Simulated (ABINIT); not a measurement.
# BeAgH3 (Pm-3m): zone-centre phonons, part 3 of 4

Which modes does BeAgH3 (Pm-3m) have at the zone centre?

ABINIT 10.8.3; DFT LDA, scalar-relativistic, plane waves, PseudoDojo norm-conserving pseudopotentials.

So far. Step 6 (Self-consistent run for the response): The cell stands at -0.60 GPa: the relaxation ran with a smoothed and higher cutoff and on another k mesh. Step 7 (Zone-centre response): The acoustic modes at Γ come out as far as 3.1 cm⁻¹ from zero, where they should vanish, a small numerical error. The lowest optical mode is imaginary, 428i cm⁻¹, an instability at this level and on this k mesh. The relaxed cell has a = 3.314 Å (conventional setting).

The structure was built from a prototype and need not be the compound's stable phase.

### 8. Zone-centre analysis

anaddb reads the merged derivatives and imposes the acoustic sum rule.

Input file anaddb.abi:

```
ddb_filepath "gamma_DDB"
output_file "anaddb.abo"
outdata_prefix "anaddb"
asr 1
chneut 1
enunit 2
eivec 1
nph1l 1
qph1l 0.0 0.0 0.0 1.0
```

Input file mrgddb.in:

```
gamma_DDB
merged
2
dfpt_gammao_DDB
gso_DDB
```

Started as:

```bash
$ mrgddb < mrgddb.in > mrgddb.log
$ OMP_NUM_THREADS=1 anaddb anaddb.abi > anaddb.log
```

anaddb.abo, the main output file:

```text
-outvars_anaddb: echo values of input variables ----------------------

 Miscellaneous information :
      enunit         2
       eivec         1
         asr         1
 First list of wavevector (reduced coord.) :
       nph1l         1
       qph1l
                     0.00000000E+00  0.00000000E+00  0.00000000E+00    1.000E+00

================================================================================

 read the DDB information and perform some checks

  ==== Info on the Cryst% object ====
 Real(R)+Recip(G) space primitive vectors, cartesian coordinates (Bohr,Bohr^-1):
 R(1)=  6.2621588  0.0000000  0.0000000  G(1)=  0.1596893  0.0000000  0.0000000
 R(2)=  0.0000000  6.2621588  0.0000000  G(2)=  0.0000000  0.1596893  0.0000000
 R(3)=  0.0000000  0.0000000  6.2621588  G(3)=  0.0000000  0.0000000  0.1596893
 Unit cell volume ucvol=  2.4556826E+02 bohr^3
 Angles (23,13,12)=  9.00000000E+01  9.00000000E+01  9.00000000E+01 degrees
 Time-reversal symmetry is present
 Reduced atomic positions [iatom, xred, symbol]:
    1)    0.5000000  0.5000000  0.5000000  Ag
    2)    0.0000000  0.0000000  0.0000000  Be
    3)    0.0000000  0.0000000  0.5000000   H
    4)    0.5000000  0.0000000  0.0000000   H
    5)    0.0000000  0.5000000  0.0000000   H

 DDB file with 3 blocks has been read.

================================================================================

 Treat the first list of vectors

  Phonon wavevector (reduced coordinates) :  0.00000  0.00000  0.00000
 Phonon energies in Hartree :
  -1.950981E-03 -1.950981E-03 -1.950981E-03  0.000000E+00  0.000000E+00
   0.000000E+00  5.121755E-04  5.121755E-04  5.121755E-04  2.960033E-03
   2.960033E-03  2.960033E-03  4.797080E-03  4.797080E-03  4.797080E-03
 Phonon energies in meV     :
- -5.308889E+01 -5.308889E+01 -5.308889E+01  0.000000E+00  0.000000E+00
-  0.000000E+00  1.393701E+01  1.393701E+01  1.393701E+01  8.054659E+01
-  8.054659E+01  8.054659E+01  1.305352E+02  1.305352E+02  1.305352E+02
 Phonon frequencies in cm-1    :
- -4.281908E+02 -4.281908E+02 -4.281908E+02  0.000000E+00  0.000000E+00
-  0.000000E+00  1.124095E+02  1.124095E+02  1.124095E+02  6.496521E+02
-  6.496521E+02  6.496521E+02  1.052837E+03  1.052837E+03  1.052837E+03
 Phonon frequencies in Thz     :
- -1.283684E+01 -1.283684E+01 -1.283684E+01  0.000000E+00  0.000000E+00
-  0.000000E+00  3.369953E+00  3.369953E+00  3.369953E+00  1.947608E+01
-  1.947608E+01  1.947608E+01  3.156327E+01  3.156327E+01  3.156327E+01
 Phonon energies in Kelvin  :
- -6.160710E+02 -6.160710E+02 -6.160710E+02  0.000000E+00  0.000000E+00
-  0.000000E+00  1.617322E+02  1.617322E+02  1.617322E+02  9.347044E+02
-  9.347044E+02  9.347044E+02  1.514798E+03  1.514798E+03  1.514798E+03

 Eigendisplacements
 (will be given, for each mode : in cartesian coordinates
   for each atom the real part of the displacement vector,
   then the imaginary part of the displacement vector - absolute values smaller than 1.0d-7 are set to zero)
  Mode number    1   Energy   -1.950981E-03
 Attention : low frequency mode.
   (Could be unstable or acoustic mode)
-  1  0.00000000E+00 -5.58373060E-07 -4.04641517E-04
-     0.00000000E+00  0.00000000E+00  0.00000000E+00
-  2  0.00000000E+00  7.33807319E-07  5.31775130E-04
-     0.00000000E+00  0.00000000E+00  0.00000000E+00
-  3 -3.79756029E-07  1.47056596E-05  1.72356539E-02
-     0.00000000E+00  0.00000000E+00  0.00000000E+00
-  4 -6.14188882E-07  1.47056596E-05  1.06568902E-02
-     0.00000000E+00  0.00000000E+00  0.00000000E+00
-  5 -3.79756029E-07  2.37838294E-05  1.06568902E-02
-     0.00000000E+00  0.00000000E+00  0.00000000E+00
  Mode number    2   Energy   -1.950981E-03
 Attention : low frequency mode.
   (Could be unstable or acoustic mode)
-  1  1.20876371E-07 -4.04641499E-04  5.58377343E-07
-     0.00000000E+00  0.00000000E+00  0.00000000E+00
-  2 -1.58854307E-07  5.31775107E-04 -7.33812948E-07
-     0.00000000E+00  0.00000000E+00  0.00000000E+00
-  3 -3.18347515E-06  1.06568897E-02 -2.37840119E-05
-     0.00000000E+00  0.00000000E+00  0.00000000E+00
-  4 -5.14871363E-06  1.06568897E-02 -1.47057724E-05
-     0.00000000E+00  0.00000000E+00  0.00000000E+00
-  5 -3.18347515E-06  1.72356531E-02 -1.47057724E-05
-     0.00000000E+00  0.00000000E+00  0.00000000E+00
  Mode number    3   Energy   -1.950981E-03
 Attention : low frequency mode.
   (Could be unstable or acoustic mode)
-  1  4.04641884E-04  1.20896153E-07  0.00000000E+00
-     0.00000000E+00  0.00000000E+00  0.00000000E+00
-  2 -5.31775613E-04 -1.58880305E-07  0.00000000E+00
-     0.00000000E+00  0.00000000E+00  0.00000000E+00
-  3 -1.06568999E-02 -3.18399615E-06 -6.07083462E-07
-     0.00000000E+00  0.00000000E+00  0.00000000E+00
-  4 -1.72356695E-02 -3.18399615E-06 -3.75362713E-07
-     0.00000000E+00  0.00000000E+00  0.00000000E+00
-  5 -1.06568999E-02 -5.14955626E-06 -3.75362713E-07
-     0.00000000E+00  0.00000000E+00  0.00000000E+00
  Mode number    4   Energy    0.000000E+00
 Attention : low frequency mode.
   (Could be unstable or acoustic mode)
-  1  0.00000000E+00  0.00000000E+00 -2.13896024E-03
-     0.00000000E+00  0.00000000E+00  0.00000000E+00
-  2  0.00000000E+00  0.00000000E+00 -2.13896302E-03
-     0.00000000E+00  0.00000000E+00  0.00000000E+00
-  3  0.00000000E+00  0.00000000E+00 -2.13895816E-03
-     0.00000000E+00  0.00000000E+00  0.00000000E+00
-  4  0.00000000E+00  0.00000000E+00 -2.13895940E-03
-     0.00000000E+00  0.00000000E+00  0.00000000E+00
-  5  0.00000000E+00  0.00000000E+00 -2.13895940E-03
-     0.00000000E+00  0.00000000E+00  0.00000000E+00
  Mode number    5   Energy    0.000000E+00
 Attention : low frequency mode.
   (Could be unstable or acoustic mode)
-  1  0.00000000E+00  2.13896023E-03  0.00000000E+00
-     0.00000000E+00  0.00000000E+00  0.00000000E+00
-  2  0.00000000E+00  2.13896301E-03  0.00000000E+00
-     0.00000000E+00  0.00000000E+00  0.00000000E+00
-  3  0.00000000E+00  2.13895939E-03  0.00000000E+00
-     0.00000000E+00  0.00000000E+00  0.00000000E+00
-  4  0.00000000E+00  2.13895939E-03  0.00000000E+00
-     0.00000000E+00  0.00000000E+00  0.00000000E+00
-  5  0.00000000E+00  2.13895816E-03  0.00000000E+00
-     0.00000000E+00  0.00000000E+00  0.00000000E+00
  Mode number    6   Energy    0.000000E+00
 Attention : low frequency mode.
   (Could be unstable or acoustic mode)
-  1  2.13896023E-03  0.00000000E+00  0.00000000E+00
-     0.00000000E+00  0.00000000E+00  0.00000000E+00
-  2  2.13896301E-03  0.00000000E+00  0.00000000E+00
-     0.00000000E+00  0.00000000E+00  0.00000000E+00
-  3  2.13895939E-03  0.00000000E+00  0.00000000E+00
-     0.00000000E+00  0.00000000E+00  0.00000000E+00
-  4  2.13895816E-03  0.00000000E+00  0.00000000E+00
-     0.00000000E+00  0.00000000E+00  0.00000000E+00
-  5  2.13895939E-03  0.00000000E+00  0.00000000E+00
-     0.00000000E+00  0.00000000E+00  0.00000000E+00
  Mode number    7   Energy    5.121755E-04
-  1  0.00000000E+00  0.00000000E+00 -5.83813550E-04
-     0.00000000E+00  0.00000000E+00  0.00000000E+00
-  2  0.00000000E+00  0.00000000E+00  7.48329495E-03
-     0.00000000E+00  0.00000000E+00  0.00000000E+00
-  3  0.00000000E+00  0.00000000E+00 -2.07390314E-03
-     0.00000000E+00  0.00000000E+00  0.00000000E+00
-  4  0.00000000E+00  0.00000000E+00 -1.17845310E-03
-     0.00000000E+00  0.00000000E+00  0.00000000E+00
-  5  0.00000000E+00  0.00000000E+00 -1.17845310E-03
-     0.00000000E+00  0.00000000E+00  0.00000000E+00
  Mode number    8   Energy    5.121755E-04
-  1  1.57620137E-07  5.83813528E-04  0.00000000E+00
-     0.00000000E+00  0.00000000E+00  0.00000000E+00
-  2 -2.02036759E-06 -7.48329467E-03  0.00000000E+00
-     0.00000000E+00  0.00000000E+00  0.00000000E+00
-  3  3.18163117E-07  1.17845306E-03  0.00000000E+00
-     0.00000000E+00  0.00000000E+00  0.00000000E+00
-  4  5.59920024E-07  1.17845306E-03  0.00000000E+00
-     0.00000000E+00  0.00000000E+00  0.00000000E+00
-  5  3.18163117E-07  2.07390306E-03  0.00000000E+00
-     0.00000000E+00  0.00000000E+00  0.00000000E+00
  Mode number    9   Energy    5.121755E-04
-  1  5.83813528E-04 -1.57620124E-07  0.00000000E+00
-     0.00000000E+00  0.00000000E+00  0.00000000E+00
-  2 -7.48329467E-03  2.02036743E-06  0.00000000E+00
-     0.00000000E+00  0.00000000E+00  0.00000000E+00
-  3  1.17845306E-03 -3.18163092E-07  0.00000000E+00
-     0.00000000E+00  0.00000000E+00  0.00000000E+00
-  4  2.07390306E-03 -3.18163092E-07  0.00000000E+00
-     0.00000000E+00  0.00000000E+00  0.00000000E+00
-  5  1.17845306E-03 -5.59919979E-07  0.00000000E+00
-     0.00000000E+00  0.00000000E+00  0.00000000E+00
  Mode number   10   Energy    2.960033E-03
-  1  0.00000000E+00  0.00000000E+00  0.00000000E+00
-     0.00000000E+00  0.00000000E+00  0.00000000E+00
-  2  0.00000000E+00  0.00000000E+00  0.00000000E+00
-     0.00000000E+00  0.00000000E+00  0.00000000E+00
-  3  5.46050729E-07  0.00000000E+00  0.00000000E+00
-     0.00000000E+00  0.00000000E+00  0.00000000E+00
-  4  0.00000000E+00  0.00000000E+00  1.64963404E-02
-     0.00000000E+00  0.00000000E+00  0.00000000E+00
-  5 -5.46050729E-07  0.00000000E+00 -1.64963404E-02
-     0.00000000E+00  0.00000000E+00  0.00000000E+00
  Mode number   11   Energy    2.960033E-03
-  1  0.00000000E+00  0.00000000E+00  0.00000000E+00
-     0.00000000E+00  0.00000000E+00  0.00000000E+00
-  2  0.00000000E+00  0.00000000E+00  0.00000000E+00
-     0.00000000E+00  0.00000000E+00  0.00000000E+00
-  3  7.82708144E-07 -1.64963404E-02  0.00000000E+00
-     0.00000000E+00  0.00000000E+00  0.00000000E+00
-  4  0.00000000E+00  1.64963404E-02  0.00000000E+00
-     0.00000000E+00  0.00000000E+00  0.00000000E+00
-  5 -7.82708144E-07  0.00000000E+00  0.00000000E+00
-     0.00000000E+00  0.00000000E+00  0.00000000E+00
  Mode number   12   Energy    2.960033E-03
-  1  0.00000000E+00  0.00000000E+00  0.00000000E+00
-     0.00000000E+00  0.00000000E+00  0.00000000E+00
-  2  0.00000000E+00  0.00000000E+00  0.00000000E+00
-     0.00000000E+00  0.00000000E+00  0.00000000E+00
-  3  1.64963404E-02  7.82708145E-07  0.00000000E+00
-     0.00000000E+00  0.00000000E+00  0.00000000E+00
-  4  0.00000000E+00 -7.82708145E-07 -5.46050727E-07
-     0.00000000E+00  0.00000000E+00  0.00000000E+00
-  5 -1.64963404E-02  0.00000000E+00  5.46050727E-07
-     0.00000000E+00  0.00000000E+00  0.00000000E+00
  Mode number   13   Energy    4.797080E-03
-  1  0.00000000E+00  0.00000000E+00  7.69788722E-05
-     0.00000000E+00  0.00000000E+00  0.00000000E+00
-  2  0.00000000E+00  0.00000000E+00  1.15237317E-04
-     0.00000000E+00  0.00000000E+00  0.00000000E+00
-  3  0.00000000E+00  0.00000000E+00  1.54374204E-02
-     0.00000000E+00  0.00000000E+00  0.00000000E+00
-  4  0.00000000E+00  0.00000000E+00 -1.23529682E-02
-     0.00000000E+00  0.00000000E+00  0.00000000E+00
-  5  0.00000000E+00  0.00000000E+00 -1.23529682E-02
-     0.00000000E+00  0.00000000E+00  0.00000000E+00
  Mode number   14   Energy    4.797080E-03
-  1  0.00000000E+00 -7.69788722E-05  0.00000000E+00
-     0.00000000E+00  0.00000000E+00  0.00000000E+00
-  2  0.00000000E+00 -1.15237317E-04  0.00000000E+00
-     0.00000000E+00  0.00000000E+00  0.00000000E+00
-  3  0.00000000E+00  1.23529682E-02  0.00000000E+00
-     0.00000000E+00  0.00000000E+00  0.00000000E+00
-  4  1.13608646E-07  1.23529682E-02  0.00000000E+00
-     0.00000000E+00  0.00000000E+00  0.00000000E+00
-  5  0.00000000E+00 -1.54374204E-02  0.00000000E+00
-     0.00000000E+00  0.00000000E+00  0.00000000E+00
  Mode number   15   Energy    4.797080E-03
-  1  7.69788722E-05  0.00000000E+00  0.00000000E+00
-     0.00000000E+00  0.00000000E+00  0.00000000E+00
-  2  1.15237317E-04  0.00000000E+00  0.00000000E+00
-     0.00000000E+00  0.00000000E+00  0.00000000E+00
-  3 -1.23529682E-02  0.00000000E+00  0.00000000E+00
-     0.00000000E+00  0.00000000E+00  0.00000000E+00
-  4  1.54374204E-02  0.00000000E+00  0.00000000E+00
-     0.00000000E+00  0.00000000E+00  0.00000000E+00
-  5 -1.23529682E-02  1.13608646E-07  0.00000000E+00
-     0.00000000E+00  0.00000000E+00  0.00000000E+00

 Analysis of degeneracies and characters (maximum tolerance=1.00E-06 a.u.)
 For each vibration mode, or group of modes if degenerate,
 the characters are given for each symmetry operation (see the list in the log file).
 Symmetry characters of vibration mode #   1
       degenerate with vibration modes #   2 to    3
  3.0 -3.0 -1.0  1.0 -1.0  1.0 -1.0  1.0  1.0 -1.0 -1.0  1.0  1.0 -1.0 -1.0  1.0
  0.0 -0.0  0.0 -0.0 -0.0  0.0 -0.0  0.0  1.0 -1.0 -1.0  1.0 -1.0  1.0  1.0 -1.0
  0.0 -0.0 -0.0  0.0 -0.0  0.0  0.0 -0.0  1.0 -1.0  1.0 -1.0 -1.0  1.0 -1.0  1.0
 Symmetry characters of vibration mode #   4
       degenerate with vibration modes #   5 to    6
  3.0 -3.0 -1.0  1.0 -1.0  1.0 -1.0  1.0  1.0 -1.0 -1.0  1.0  1.0 -1.0 -1.0  1.0
  0.0 -0.0  0.0 -0.0 -0.0  0.0 -0.0  0.0  1.0 -1.0 -1.0  1.0 -1.0  1.0  1.0 -1.0
  0.0 -0.0 -0.0  0.0 -0.0  0.0  0.0 -0.0  1.0 -1.0  1.0 -1.0 -1.0  1.0 -1.0  1.0
 Symmetry characters of vibration mode #   7
       degenerate with vibration modes #   8 to    9
  3.0 -3.0 -1.0  1.0 -1.0  1.0 -1.0  1.0  1.0 -1.0 -1.0  1.0  1.0 -1.0 -1.0  1.0
 -0.0  0.0 -0.0  0.0  0.0 -0.0  0.0 -0.0  1.0 -1.0 -1.0  1.0 -1.0  1.0  1.0 -1.0
 -0.0  0.0  0.0 -0.0  0.0 -0.0 -0.0  0.0  1.0 -1.0  1.0 -1.0 -1.0  1.0 -1.0  1.0
 Symmetry characters of vibration mode #  10
       degenerate with vibration modes #  11 to   12
  3.0 -3.0 -1.0  1.0 -1.0  1.0 -1.0  1.0 -1.0  1.0  1.0 -1.0 -1.0  1.0  1.0 -1.0
  0.0 -0.0 -0.0  0.0 -0.0  0.0  0.0 -0.0 -1.0  1.0  1.0 -1.0  1.0 -1.0 -1.0  1.0
  0.0 -0.0 -0.0  0.0  0.0 -0.0 -0.0  0.0 -1.0  1.0 -1.0  1.0  1.0 -1.0  1.0 -1.0
 Symmetry characters of vibration mode #  13
       degenerate with vibration modes #  14 to   15
  3.0 -3.0 -1.0  1.0 -1.0  1.0 -1.0  1.0  1.0 -1.0 -1.0  1.0  1.0 -1.0 -1.0  1.0
  0.0 -0.0  0.0 -0.0 -0.0  0.0 -0.0  0.0  1.0 -1.0 -1.0  1.0 -1.0  1.0  1.0 -1.0
  0.0 -0.0 -0.0  0.0 -0.0  0.0  0.0 -0.0  1.0 -1.0  1.0 -1.0 -1.0  1.0 -1.0  1.0
-
```

The job ended after 0.51 s (1 thread of Arm Neoverse V2, shared host).

No LO-TO term; unit eigenvectors of the mass-weighted matrix, from anaddb's displacements. The modes at Γ (shares of kinetic energy by element, %) (negative means imaginary):

```
mode  frequency (cm⁻¹)  symmetry  Ag %  Be %  H %
   1            -428.2       T1u     3     0   96
   2            -428.2       T1u     3     0   96
   3            -428.2       T1u     3     0   96
   4               0.0  acoustic    90     8    3
   5               0.0  acoustic    90     8    3
   6               0.0  acoustic    90     8    3
   7             112.4       T1u     7    92    1
   8             112.4       T1u     7    92    1
   9             112.4       T1u     7    92    1
  10             649.7       T2u     0     0  100
  11             649.7       T2u     0     0  100
  12             649.7       T2u     0     0  100
  13            1052.8       T1u     0     0  100
  14            1052.8       T1u     0     0  100
  15            1052.8       T1u     0     0  100
```

Displacements in mode 1 (-428.2 cm⁻¹), the largest set to 1:
```
Ag1  0.00  0.00 -0.02
Be2  0.00  0.00  0.03
H3   0.00  0.00  1.00
H4   0.00  0.00  0.62
H5   0.00  0.00  0.62
```

Displacements in mode 7 (112.4 cm⁻¹), the largest set to 1:
```
Ag1  0.00  0.00 -0.08
Be2  0.00  0.00  1.00
H3   0.00  0.00 -0.28
H4   0.00  0.00 -0.16
H5   0.00  0.00 -0.16
```

The rule moves no optical mode by more than 0.1 cm⁻¹.

(Continued in part 4 of 4.)

[Host names and launcher messages were left out of these logs when they were recorded.]

[Logs are printed without paths, hosts, clocks, repeated set-up lines and the standing remarks that a program may print on its own settings, such as how far it seeks lower states.]

[Hosts, paths, dates, database ids (printed as entryN), source tags and the programs' standing remarks are cut or masked in the printed files.]
